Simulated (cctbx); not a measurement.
## Diagnosing a refinement

Cell a = 5.5390 Å, b = 11.4250 Å, c = 8.1040 Å, α = 90.00°, β = 92.00°, γ = 90.00°; space group P2_1/c (no. 14).

The data are simulated with cctbx, not measured: synchrotron X-rays, λ = 0.7749 Å, to d = 0.7 Å, 70 % of the full sphere, strongest reflection 40000 counts, noise from counting, a 3 % proportional error and a noise floor of 8 counts (s.d.); no absorption, and some extinction, which the refinements don't model.

An anisotropic refinement with weights 1/σ² prints:

```text
Rint 0.025, 1536 unique reflections to 0.70 A
cycle     R1     wR2    GooF  max shift (A)
   1  0.0917  0.2568   7.856   0.06243
   3  0.0450  0.1482   4.534   0.00023
final R1 0.0450 wR2 0.1482 GooF 4.534  parameters 54  data/parameter 28.4
atom        x        y        z      Ueq    occ   su(xyz)  su(Uiso or U11)
Te1    0.72051  0.58426  0.68355   0.0012  1.000  0.00010  0.0003
Se1    0.28491  0.89674  0.13842   0.0027  1.000  0.00017  0.0004
Cr1    0.23512  0.24977  0.62870   0.0192  1.000  0.00040  0.0010
S1     0.25947  0.92954  0.61867   0.0029  1.000  0.00040  0.0009
Li1    0.22905  0.08718  0.36370   0.0043  1.000  0.00322  0.0074  NPD
Li2    0.73802  0.22766  0.14048   0.0029  1.000  0.00288  0.0066  NPD
difference map: max 4.41 min -7.08 rms 0.65
Q1    0.2875  0.0921  0.8206    4    4.51  0.11 A from Te1
Q2    0.2898  0.6198  0.6329    4    2.54  0.20 A from Se1
Q3    0.1456  0.1784  0.1640    4    1.54  1.01 A from Cr1
Q4    0.1015  0.1949  0.6621    4    1.43  1.01 A from Cr1
Q5    0.3515  0.1853  0.0905    4    1.42  1.04 A from Cr1
Q6    0.2860  0.5964  0.1278    4    1.34  0.34 A from S1
```

**Question.** Can this result stand? If not, what is the likely fault?

Mend it. The fault: wrong element: Cr1 is S. Against the right model at the same level, R1 goes from 0.0136 to 0.0450 and GooF from 0.97 to 4.53, U of Cr1 swells from 0.0042 to 0.0192 Å², U of Te1 shrinks from 0.0031 to 0.0012 Å², U of Se1 shrinks from 0.0047 to 0.0027 Å², the top difference peak, 4.5 e/Å³, lies on Te1, a hole of -7.1 e/Å³ opens and Li1 and Li2 go non-positive-definite. Cr1 has 8 electrons too many and its U swells to shed them, as expected.

The compound is Li2TeSeS2. The right model at the same level gives:

```text
Rint 0.025, 1536 unique reflections to 0.70 A
cycle     R1     wR2    GooF  max shift (A)
   1  0.0154  0.0365   1.117   0.00213
   2  0.0136  0.0318   0.972   0.00012
final R1 0.0136 wR2 0.0318 GooF 0.972  parameters 54  data/parameter 28.4
atom        x        y        z      Ueq    occ   su(xyz)  su(Uiso or U11)
Te1    0.72047  0.58430  0.68351   0.0031  1.000  0.00002  0.0001
Se1    0.28507  0.89671  0.13839   0.0047  1.000  0.00004  0.0001
S1     0.23536  0.24961  0.62866   0.0042  1.000  0.00008  0.0002
S2     0.25963  0.92939  0.61869   0.0050  1.000  0.00009  0.0002
Li1    0.23047  0.08659  0.36438   0.0078  1.000  0.00069  0.0016
Li2    0.73483  0.22235  0.14277   0.0081  1.000  0.00067  0.0016
difference map: max 0.53 min -0.65 rms 0.16
Q1    0.0499  0.6886  0.2133    4    0.55  1.68 A from Li2
Q2    0.3062  0.1713  0.4558    4    0.55  1.28 A from Li1
Q3    0.0702  0.9948  0.4100    4    0.54  1.43 A from Li1
Q4    0.1414  0.5829  0.1517    4    0.54  0.73 A from S2
Q5    0.3355  0.6831  0.3061    4    0.54  0.73 A from Li2
Q6    0.0252  0.1702  0.1887    4    0.53  1.57 A from S1
```

Isotropic U is held between 0.0001 and 1 Å² by the program, and listed peak heights are interpolated, so they can pass the grid's maximum.

The model is made up (kin elements in a known structure type, no relaxation), so it says nothing on whether the phase exists.

[Middle refinement cycles are left out of these outputs.]

[Logs are printed without paths, hosts, clocks, repeated set-up lines and the standing remarks that a program may print on its own settings, such as how far it seeks lower states.]
